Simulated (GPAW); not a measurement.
# Surface energy and work function of Au(110) from slabs of 4 to 14 layers (RPBE)

How do energy and work function of Au(110) films settle with thickness, and what surface energy follows?

How it was computed: GPAW 26.7.0, plane waves at 450 eV with PAW setups; symmetric 1×1 slabs cut at the tabulated lattice constant (two decimals; low-temperature values for the alkali metals), atoms at bulk places, 7.5 Å of vacuum on each side, one in-plane mesh for all thicknesses, Fermi-Dirac smearing of 0.1 eV. Energies are extrapolated to zero smearing and count from the program's reference atoms. Functional RPBE. The cell's area is 11.771 Å².

Results, with one row withheld:

| layers | energy (eV) | work function (eV) |
| --- | --- | --- |
| 4 | −9.1395 | 4.79 |
| 5 | −11.6707 | 4.79 |
| 6 | −14.1444 | 4.79 |
| 7 | −16.6659 | 4.77 |
| 8 | −19.1422 | 4.80 |
| 9 | −21.6626 | 4.76 |
| 10 | −24.1465 | 4.81 |
| 11 | −26.6534 | 4.76 |
| 12 | −29.1395 | 4.80 |
| 14 | ? | ? |

**Question.** What surface energy do these runs give, and what energy and work function should the 14-layer slab have?

**Working.** A slab of n layers has E(n) = nε + 2Aγ once its middle is bulk-like. A line through n = 6 to 12 has the slope ε = −2.4987 eV a layer and the intercept 2Aγ = 0.8380 eV (r.m.s. residual 9.2 meV). So γ = 0.8380 / (2 × 11.771 Å²) = 0.0356 eV/Å² = 0.57 J/m², with a standard error of about 0.01 J/m² from the scatter about the line. For 14 layers: 0.8380 + 14 × (−2.4987) = −34.144 eV; the run gives −34.138 eV, 6.8 meV over the line. The work function has no such law: from 6 to 12 layers it moves between 4.76 and 4.81 eV (mean 4.78), and the 14-layer slab gives 4.80 eV. The thinnest slab, 4 layers, lies +0.01 eV from that mean. The values go up and down with thickness, as expected where levels confined across the film cross the Fermi level one by one. The measured value for this face is 5.16 eV (“Anisotropic work function of elemental crystals” (2019, arxiv:1902.07811)), for a face that reconstructs.

Caveats: The surfaces are unrelaxed, so γ is an upper bound for this functional and lattice constant. The tabulated lattice constant isn't the functional's own, which strains the slab a little. Spin-orbit coupling is left out.
